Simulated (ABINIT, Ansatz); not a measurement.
## KNa3H4 (Pm-3m): bands and cutoff in G0W0 with ABINIT

Aim: raise bands and screening cutoff together for KNa3H4 (Pm-3m) and follow gap and time.

Main program and level: ABINIT 10.8.3; LDA and many-body steps on it, plane waves.

## (1) The starting structure

Symmetry: Pm-3m, No. 221, cubic system. Conventional cell: a = 5.119 Å, b = 5.119 Å, c = 5.119 Å, α = 90.00°, β = 90.00°, γ = 90.00°. Nearest to K lie 6 H at 2.56 Å. Nearest to Na lie 6 H at 2.56 Å. Nearest to H lie 6 Na at 2.56 Å. Nearest to H lie 4 Na at 2.56 Å and 2 K at 2.56 Å. Farther neighbours are not listed.

The cell and positions are those that the Materials Project relaxed with its own functionals (PBE, PBE+U or r2SCAN), kept fixed.

## (2) Empty states on the mesh, 2×2×2 mesh, 259 bands

This step: ABINIT 10.8.3; DFT, LDA, plane waves, norm-conserving pseudopotentials.

The sums over transitions need many empty states on a uniform mesh; this step solves for them.

Contents of run.abi:

```
acell 3*1.0 Angstrom
rprim 
  5.118641000000 0.000000000000 0.000000000000
  0.000000000000 5.118641000000 0.000000000000
  0.000000000000 0.000000000000 5.118641000000
ntypat 3
znucl 19 11 1
natom 8
typat 1 2 2 2 3 3 3 3
xred 
  0.500000000000 0.500000000000 0.500000000000
  -0.000000000000 -0.000000000000 0.500000000000
  -0.000000000000 0.500000000000 -0.000000000000
  0.500000000000 -0.000000000000 -0.000000000000
  -0.000000000000 -0.000000000000 -0.000000000000
  0.500000000000 0.500000000000 -0.000000000000
  0.500000000000 -0.000000000000 0.500000000000
  -0.000000000000 0.500000000000 0.500000000000
pp_dirpath "pseudos"
pseudos "K.upf, Na.upf, H.upf"
ecut 38
ngkpt 2 2 2
nshiftk 1
shiftk 0 0 0
kptopt 1
chksymbreak 0
iscf -2
irdden 1
istwfk *1
nband 259
nbdbuf 22
tolwfr 1e-09
nstep 60
prtvol 0
indata_prefix "in"
outdata_prefix "out"
tmpdata_prefix "tmp"
```

Launch:

```
OMP_NUM_THREADS=1 mpirun -n 4 abinit run.abi > log
```

Numbers of over 12 decimals in the logs are rounded to 6 here.

The program printed:

```text
.Version 10.8.3 of ABINIT. v10.8.2 released Aug 2026.

 Symmetries : space group Pm -3 m (#221); Bravais cP (primitive cubic)
[... echo of the input left out ...]
== DATASET  1 ==================================================================
-   mpi_nproc: 4, omp_nthreads: 1 (-1 if OMP is not activated)

--- !DatasetInfo
iteration_state: {dtset: 1, }
dimensions: {natom: 8, nkpt: 4, mband: 259, nsppol: 1, nspinor: 1, nspden: 1, mpw: 10131, }
cutoff_energies: {ecut:  38.0, pawecutdg:  -1.0, }
[...]
2.77061    2.78329    2.78329    2.78329    2.78717    2.78717    2.78717    2.80275
   2.80275    2.80276    2.81249    2.81250    2.82562    2.82562    2.82565    2.83850
   2.85268    2.85291    2.86450
 prteigrs : prtvol=0 or 1, do not print more k-points.

== END DATASET(S) ==============================================================
================================================================================

 -outvars: echo values of variables after computation  --------
            nband         259
             nkpt           4
          spgroup         221
 [... the other variables as echoed above ...]

 Calculation completed.
```

Run time: 1.9 min. Hardware: 4 MPI ranks of Arm Neoverse V2, shared host; peak memory 0.5 GiB.

Numbers from this step:

* gap: 2.594 eV
* k of the valence top: 0.5, 0, 0
* k of the conduction bottom: 0.5, 0.5, 0.5
* least direct gap: 3.160 eV
* k points computed: 4
* lowest point of the top converged band, above the valence top: 73.9676 eV

On this mesh the gap is 2.594 eV.

The density comes from a self-consistent run that is not shown.

## (3) Screening, 2×2×2 mesh, 47 bands, screening to 62.6 eV

The RPA dielectric matrix is built and inverted for each q.

This step: RPA screening on LDA, plane waves, norm-conserving pseudopotentials.

run.abi: that of step 2 with these lines changed.

```diff
@@ -26,10 +26,11 @@
 chksymbreak 0
-iscf -2
-irdden 1
 istwfk *1
-nband 259
-nbdbuf 22
-tolwfr 1e-09
-nstep 60
-prtvol 0
+occopt 1
+irdwfk 1
+optdriver 3
+nband 47
+ecuteps 2.3
+inclvkb 2
+awtr 1
+symchi 1
 indata_prefix "in"
```

The program printed:

```text
.Version 10.8.3 of ABINIT. v10.8.2 released Aug 2026.

 Symmetries : space group Pm -3 m (#221); Bravais cP (primitive cubic)
[... echo of the input left out ...]
== DATASET  1 ==================================================================
-   mpi_nproc: 4, omp_nthreads: 1 (-1 if OMP is not activated)

--- !DatasetInfo
iteration_state: {dtset: 1, }
dimensions: {natom: 8, nkpt: 4, mband: 47, nsppol: 1, nspinor: 1, nspden: 1, mpw: 10131, }
cutoff_energies: {ecut:  38.0, pawecutdg:  -1.0, }
electrons: {nelect:   4.00000000E+01, charge:   0.00000000E+00, occopt:   1.00000000E+00, tsmear:   1.00000000E-02, }

 SCREENING: Calculation of the susceptibility and dielectric matrices

 Based on a program developped by R.W. Godby, V. Olevano, G. Onida, and L. Reining.
 Incorporated in ABINIT by V. Olevano, G.-M. Rignanese, and M. Torrent.
.Using double precision arithmetic ; gwpc =  8

[... cell and pseudopotentials left out ...]
--------------------------------------------------------------------------------

 ==== K-mesh for the wavefunctions ====
 Number of points in the irreducible wedge :     4
[... list of points left out ...]
 Together with 48 symmetry operations and time-reversal symmetry
 yields     8 points in the full Brillouin Zone.

 ==== Q-mesh for the screening function ====
 Number of points in the irreducible wedge :     4
[... list of points left out ...]
 Together with 48 symmetry operations and time-reversal symmetry
 yields     8 points in the full Brillouin Zone.

 setmesh: FFT mesh size selected  =    36x   36x   36
          total number of points  =        46656

 vcoul_init : cutoff-mode = AUXILIARY_FUNCTION
 q-points for optical limit:   1
     1)      0.000010    0.000020    0.000030

- screening: taking advantage of time-reversal symmetry
- Maximum band index for partially occupied states nbvw = 20
- Remaining bands to be divided among processors   nbcw = 27
- Number of bands treated by each node ~6

 Number of electrons calculated from density =   40.0000; Expected =   40.0000
 average of density, n =  0.044198
 r_s =    1.7546
 omega_plasma =   20.2794 [eV]

 calculating chi0 at frequencies [eV] :
  1    0.000000E+00    0.000000E+00
  2    0.000000E+00    2.027941E+01

--------------------------------------------------------------------------------
  q-point number  1        q = ( 0.000000, 0.000000, 0.000000) [r.l.u.]
--------------------------------------------------------------------------------
[... chi0 elements left out ...]
 For q-point:  0.000010 0.000020 0.000030
  dielectric constant =   3.2369
  dielectric constant without local fields =   3.6510

  Average fulfillment of the sum rule on Im[epsilon] for q-point    1 :     21.70  [%]
[... wings left out ...]
  q-point number  2        q = ( 0.500000, 0.000000, 0.000000) [r.l.u.]
--------------------------------------------------------------------------------
[... chi0 elements left out ...]
  Average fulfillment of the sum rule on Im[epsilon] for q-point    2 :     27.53  [%]

 [... 2 further q-points ...]
```

The job ended after 6.6 s (4 MPI ranks; peak memory 0.9 GiB).

Numbers from this step:

```yaml
eps_infinity_with_local_fields_on_this_mesh_along_the_program_s_q_direction: 3.237
the_same_without_local_fields: 3.651
plasma_frequency: 20.28 eV
plane_waves_in_the_screening_matrix: 147
```

Local fields lower ε∞ by 11 %. On a Γ-centred mesh this coarse the value itself is usually too large, while a short band sum pulls it down.

## (4) 47 bands, 62.6 eV

The self-energy is evaluated for the states that the input lists, and the levels follow from it, in one-shot runs by the linearised quasiparticle equation.

This step: G0W0 on LDA, plane waves, norm-conserving pseudopotentials.

run.abi: that of step 3 with these lines changed.

```diff
@@ -29,8 +29,19 @@
 irdwfk 1
-optdriver 3
+optdriver 4
 nband 47
+gwcalctyp 0
+ecutsigx 38
+symsigma 1
+nkptgw 3
+kptgw 
+  0.5000000000 0.0000000000 0.0000000000
+  0.5000000000 0.5000000000 0.5000000000
+  0.0000000000 0.0000000000 0.0000000000
+bdgw 
+  19 22
+  18 23
+  18 23
 ecuteps 2.3
-inclvkb 2
-awtr 1
-symchi 1
+irdscr 1
+ppmodel 1
 indata_prefix "in"
```

The program printed:

```text
.Version 10.8.3 of ABINIT. v10.8.2 released Aug 2026.

 Symmetries : space group Pm -3 m (#221); Bravais cP (primitive cubic)
[... echo of the input left out ...]
== DATASET  1 ==================================================================
-   mpi_nproc: 4, omp_nthreads: 1 (-1 if OMP is not activated)

--- !DatasetInfo
iteration_state: {dtset: 1, }
dimensions: {natom: 8, nkpt: 4, mband: 47, nsppol: 1, nspinor: 1, nspden: 1, mpw: 10131, }
cutoff_energies: {ecut:  38.0, pawecutdg:  -1.0, }
electrons: {nelect:   4.00000000E+01, charge:   0.00000000E+00, occopt:   1.00000000E+00, tsmear:   1.00000000E-02, }

 SIGMA: Calculation of the GW corrections

 Based on a program developped by R.W. Godby, V. Olevano, G. Onida, and L. Reining.
 Incorporated in ABINIT by V. Olevano, G.-M. Rignanese, and M. Torrent.
.Using double precision arithmetic ; gwpc =  8

[... cell and pseudopotentials left out ...]
--------------------------------------------------------------------------------

 ==== K-mesh for the wavefunctions ====
 Number of points in the irreducible wedge :     4
[... list of points left out ...]
 Together with 48 symmetry operations and time-reversal symmetry
 yields     8 points in the full Brillouin Zone.

 ==== Q-mesh for screening function ====
 Number of points in the irreducible wedge :     4
[... list of points left out ...]
 Together with 48 symmetry operations and time-reversal symmetry
 yields     8 points in the full Brillouin Zone.

 vcoul_init : cutoff-mode = AUXILIARY_FUNCTION
 q-points for optical limit:   1
     1)      0.000010    0.000020    0.000030
 setmesh: FFT mesh size selected  =    54x   54x   54
          total number of points  =       157464

 Number of electrons calculated from density =   40.0000; Expected =   40.0000
 average of density, n =  0.044198
 r_s =    1.7546
 omega_plasma =   20.2794 [eV]

 === KS Band Gaps ===
  >>>> For spin  1
   Minimum direct gap =   3.1596 [eV], located at k-point      :   0.5000  0.5000  0.5000
   Fundamental gap    =   2.5938 [eV], Top of valence bands at :   0.5000  0.0000  0.0000
                                       Bottom of conduction at :   0.5000  0.5000  0.5000
 SIGMA fundamental parameters:
 PLASMON POLE MODEL  1
 number of plane-waves for SigmaX                10131
 number of plane-waves for SigmaC and W            147
 number of plane-waves for wavefunctions         10131
 number of bands                                    47
 number of independent spin polarizations            1
 number of spinorial components                      1
 number of k-points in IBZ                           4
 number of q-points in IBZ                           4
 number of symmetry operations                      48
 number of k-points in BZ                            8
 number of q-points in BZ                            8
 number of frequencies for dSigma/dE                 9
 frequency step for dSigma/dE [eV]                0.25
 number of omega for Sigma on real axis              0
 max omega for Sigma on real axis  [eV]           0.00
 zcut for avoiding poles [eV]                     0.10

 EPSILON^-1 parameters (SCR file):
 dimension of the eps^-1 matrix on file            147
 dimension of the eps^-1 matrix used               147
 number of plane-waves for wavefunctions         10131
 number of bands                                    47
 number of q-points in IBZ                           4
 number of frequencies                               2
 number of real frequencies                          1
 number of imag frequencies                          1

 matrix elements of self-energy operator (all in [eV])

 Perturbative Calculation

--- !SelfEnergy_ee
iteration_state: {dtset: 1, }
kpoint     : [   0.500,    0.000,    0.000, ]
spin       : 1
KS_gap     :    4.568
QP_gap     :    6.742
Delta_QP_KS:    2.175
data: !SigmaeeData |
     Band     E0 <VxcDFT>   SigX SigC(E0)      Z dSigC/dE  Sig(E)    E-E0       E
       19  -0.709 -10.108 -13.385   2.493   0.751  -0.332 -10.697  -0.589  -1.298
       20  -0.233 -10.290 -13.490   2.423   0.758  -0.320 -10.878  -0.589  -0.822
       21   4.334  -7.735  -3.146  -2.648   0.817  -0.224  -6.149   1.586   5.921
       22   4.334  -7.735  -3.146  -2.648   0.817  -0.224  -6.149   1.586   5.921

--- !SelfEnergy_ee
iteration_state: {dtset: 1, }
kpoint     : [   0.500,    0.500,    0.500, ]
spin       : 1
KS_gap     :    3.160
QP_gap     :    5.329
Delta_QP_KS:    2.169
data: !SigmaeeData |
     Band     E0 <VxcDFT>   SigX SigC(E0)      Z dSigC/dE  Sig(E)    E-E0       E
       18  -0.799 -10.257 -13.686   2.497   0.752  -0.329 -10.958  -0.701  -1.500
       19  -0.799 -10.257 -13.686   2.497   0.752  -0.329 -10.958  -0.701  -1.500
[...]
--- !SelfEnergy_ee
iteration_state: {dtset: 1, }
kpoint     : [   0.000,    0.000,    0.000, ]
spin       : 1
KS_gap     :    4.495
QP_gap     :    6.481
Delta_QP_KS:    1.986
data: !SigmaeeData |
     Band     E0 <VxcDFT>   SigX SigC(E0)      Z dSigC/dE  Sig(E)    E-E0       E
[...]
21   4.019  -7.703  -3.435  -2.534   0.820  -0.220  -6.282   1.421   5.440
       22   4.019  -7.703  -3.435  -2.534   0.820  -0.220  -6.282   1.421   5.440
       23   4.019  -7.703  -3.435  -2.534   0.820  -0.220  -6.282   1.421   5.440

== END DATASET(S) ==============================================================
================================================================================

 -outvars: echo values of variables after computation  --------
           etotal      0.0000000000E+00
            nband          47
             nkpt           4
          spgroup         221
 [... the other variables as echoed above ...]

 Calculation completed.
```

Elapsed: 4.7 s, on 4 MPI ranks; peak memory 1 GiB; 18 s of CPU time.

Numbers from this step:

- G0W0 gap on the points computed: 4.650 eV
- starting gap on the mesh: 2.594 eV
- k of the valence top: 0.5, 0, 0
- k of the conduction bottom: 0.5, 0.5, 0.5
- Z at the valence top: 0.758
- Z at the conduction bottom: 0.823
- least direct G0W0 gap on the computed points: 5.328 eV

The gap on the mesh goes from 2.59 eV to 4.65 eV, a correction of +2.06 eV.

## (5) Screening, 2×2×2 mesh, 108 bands, screening to 114.3 eV

This step: RPA screening on LDA, plane waves, norm-conserving pseudopotentials.

run.abi: that of step 4 with these lines changed.

```diff
@@ -29,19 +29,8 @@
 irdwfk 1
-optdriver 4
-nband 47
-gwcalctyp 0
-ecutsigx 38
-symsigma 1
-nkptgw 3
-kptgw 
-  0.5000000000 0.0000000000 0.0000000000
-  0.5000000000 0.5000000000 0.5000000000
-  0.0000000000 0.0000000000 0.0000000000
-bdgw 
-  19 22
-  18 23
-  18 23
-ecuteps 2.3
-irdscr 1
-ppmodel 1
+optdriver 3
+nband 108
+ecuteps 4.2
+inclvkb 2
+awtr 1
+symchi 1
 indata_prefix "in"
```

The program printed:

```text
.Version 10.8.3 of ABINIT. v10.8.2 released Aug 2026.

 Symmetries : space group Pm -3 m (#221); Bravais cP (primitive cubic)
[... echo of the input left out ...]
== DATASET  1 ==================================================================
-   mpi_nproc: 4, omp_nthreads: 1 (-1 if OMP is not activated)

--- !DatasetInfo
iteration_state: {dtset: 1, }
dimensions: {natom: 8, nkpt: 4, mband: 108, nsppol: 1, nspinor: 1, nspden: 1, mpw: 10131, }
cutoff_energies: {ecut:  38.0, pawecutdg:  -1.0, }
electrons: {nelect:   4.00000000E+01, charge:   0.00000000E+00, occopt:   1.00000000E+00, tsmear:   1.00000000E-02, }

 SCREENING: Calculation of the susceptibility and dielectric matrices

 Based on a program developped by R.W. Godby, V. Olevano, G. Onida, and L. Reining.
 Incorporated in ABINIT by V. Olevano, G.-M. Rignanese, and M. Torrent.
.Using double precision arithmetic ; gwpc =  8

[... cell and pseudopotentials left out ...]
--------------------------------------------------------------------------------

 ==== K-mesh for the wavefunctions ====
 Number of points in the irreducible wedge :     4
[... list of points left out ...]
 Together with 48 symmetry operations and time-reversal symmetry
 yields     8 points in the full Brillouin Zone.

 ==== Q-mesh for the screening function ====
 Number of points in the irreducible wedge :     4
[... list of points left out ...]
 Together with 48 symmetry operations and time-reversal symmetry
 yields     8 points in the full Brillouin Zone.

 setmesh: FFT mesh size selected  =    36x   36x   36
          total number of points  =        46656

 vcoul_init : cutoff-mode = AUXILIARY_FUNCTION
 q-points for optical limit:   1
     1)      0.000010    0.000020    0.000030

- screening: taking advantage of time-reversal symmetry
- Maximum band index for partially occupied states nbvw = 20
- Remaining bands to be divided among processors   nbcw = 88
- Number of bands treated by each node ~22

 Number of electrons calculated from density =   40.0000; Expected =   40.0000
 average of density, n =  0.044198
 r_s =    1.7546
 omega_plasma =   20.2794 [eV]

 calculating chi0 at frequencies [eV] :
  1    0.000000E+00    0.000000E+00
  2    0.000000E+00    2.027941E+01

--------------------------------------------------------------------------------
  q-point number  1        q = ( 0.000000, 0.000000, 0.000000) [r.l.u.]
--------------------------------------------------------------------------------
[... chi0 elements left out ...]
 For q-point:  0.000010 0.000020 0.000030
  dielectric constant =   3.2793
  dielectric constant without local fields =   3.6868

  Average fulfillment of the sum rule on Im[epsilon] for q-point    1 :     40.51  [%]
[... wings left out ...]
  q-point number  2        q = ( 0.500000, 0.000000, 0.000000) [r.l.u.]
--------------------------------------------------------------------------------
[... chi0 elements left out ...]
  Average fulfillment of the sum rule on Im[epsilon] for q-point    2 :     44.62  [%]

 [... 2 further q-points ...]
```

The job ended after 16 s (4 MPI ranks; peak memory 1.2 GiB; 66 s of CPU time).

Numbers from this step:

- ε∞ with local fields, on this mesh, along the program's q direction: 3.279
- the same without local fields: 3.687
- plasma frequency: 20.28 eV
- plane waves in the screening matrix: 365

(Part 1 of 2 ends here.)

[Paths, hosts, dates, memory and timing lines, banners, echoed tables and standing remarks are left out of the program output.]

[Logs are printed without paths, hosts, clocks, repeated set-up lines and the standing remarks that a program may print on its own settings, such as how far it seeks lower states.]

[Runs of the session that timed out or met a known fault of the program may be left out.]

[No measured gap is set beside runs whose start may be inverted or whose files or cutoffs have a known fault.]

[Hosts, paths, dates, database ids (printed as entryN), source tags and the programs' standing remarks are cut or masked in the printed files.]

[G0W0 gaps are taken among the corrected bands and points alone; a level outside them can change the order at an edge.]

[Where Ansatz stands beside ABINIT at settings called matched, ABINIT's density can come from a denser mesh and the files from another edition; pairs whose starting gaps differed by over 0.03 eV were left out, so agreement reads better than it is.]
